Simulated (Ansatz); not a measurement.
An input for Ansatz 0.2.0 (Bi2Te2Pb4S5 (Unnamed)):

```yaml
crystal:
  lattice:
    - [2.12239, 1.2253624378, 23.81981]
    - [-2.12239, 1.2253624378, 23.81981]
    - [0.0, -2.4507248757, 23.81981]
  atoms:
    - { symbol: Bi, position: [0.54632, 0.54632, 0.54632] }
    - { symbol: Bi, position: [0.45368, 0.45368, 0.45368] }
    - { symbol: Te, position: [0.85456, 0.85456, 0.85456] }
    - { symbol: Te, position: [0.14544, 0.14544, 0.14544] }
    - { symbol: Pb, position: [0.92812, 0.92812, 0.92812] }
    - { symbol: Pb, position: [0.07188, 0.07188, 0.07188] }
    - { symbol: Pb, position: [0.3094, 0.3094, 0.3094] }
    - { symbol: Pb, position: [0.6906, 0.6906, 0.6906] }
    - { symbol: S, position: [0.23765, 0.23765, 0.23765] }
    - { symbol: S, position: [0.76235, 0.76235, 0.76235] }
    - { symbol: S, position: [0.61879, 0.61879, 0.61879] }
    - { symbol: S, position: [0.38121, 0.38121, 0.38121] }
    - { symbol: S, position: [0.0, 0.0, 0.0] }
kpoints:
  mp_grid: { grid: [4, 4, 4] }
  band_path:
    path:
      - [0.0, 0.0, 0.0]
      - [0.5, 0.5, 0.5]
      - [0.83156908, 0.16843092, 0.5]
      - [0.5, -0.16843092, 0.16843092]
      - [0.5, 0.0, 0.0]
      - [0.33421546, -0.33421546, 0.0]
      - [0.66578454, 0.0, 0.33421546]
      - [0.5, 0.0, 0.5]
    npoints: 1
hamiltonian:
  xc: hse06
  pseudopotentials: { kind: paw, azcp: { folder: soft_1 } }
scf:
  occupations: { method: fixed }
  n_extra_bands: 8
output:
  eigenvalues: true
```

```sh
ansatz run input.yaml --threads 2 --pin off --max-ram 92160MiB --backend cuda --events-out ev --progress --plain --runs-dir out --devices 1 --max-vram 13GiB
```

Question: Estimate wall time and host memory on 1 × NVIDIA H100 80GB HBM3 (shared by 6 runs) with 2 threads of AMD EPYC 7R13 (Zen 3), shared host.

It took 3 min; on shared hardware allow 89 s to 5.9 min. Peak host memory was 3.1 GiB. The sizes that set the cost: 7219 plane waves a state, 13 irreducible k points and 24 SCF cycles.

Exact exchange couples every pair of k points and filled bands, so it costs far more than a semilocal run.

[Paths, hosts, dates, memory and timing lines, banners, echoed tables and standing remarks are left out of the program output.]

[Logs are printed without paths, hosts, clocks, repeated set-up lines and the standing remarks that a program may print on its own settings, such as how far it seeks lower states.]

[Runs of the session that timed out or met a known fault of the program may be left out.]

[Cells called generated may have been cut or substituted from an entry of the Crystallography Open Database or the Materials Project.]

[Hosts, paths, dates, database ids (printed as entryN), source tags and the programs' standing remarks are cut or masked in the printed files.]
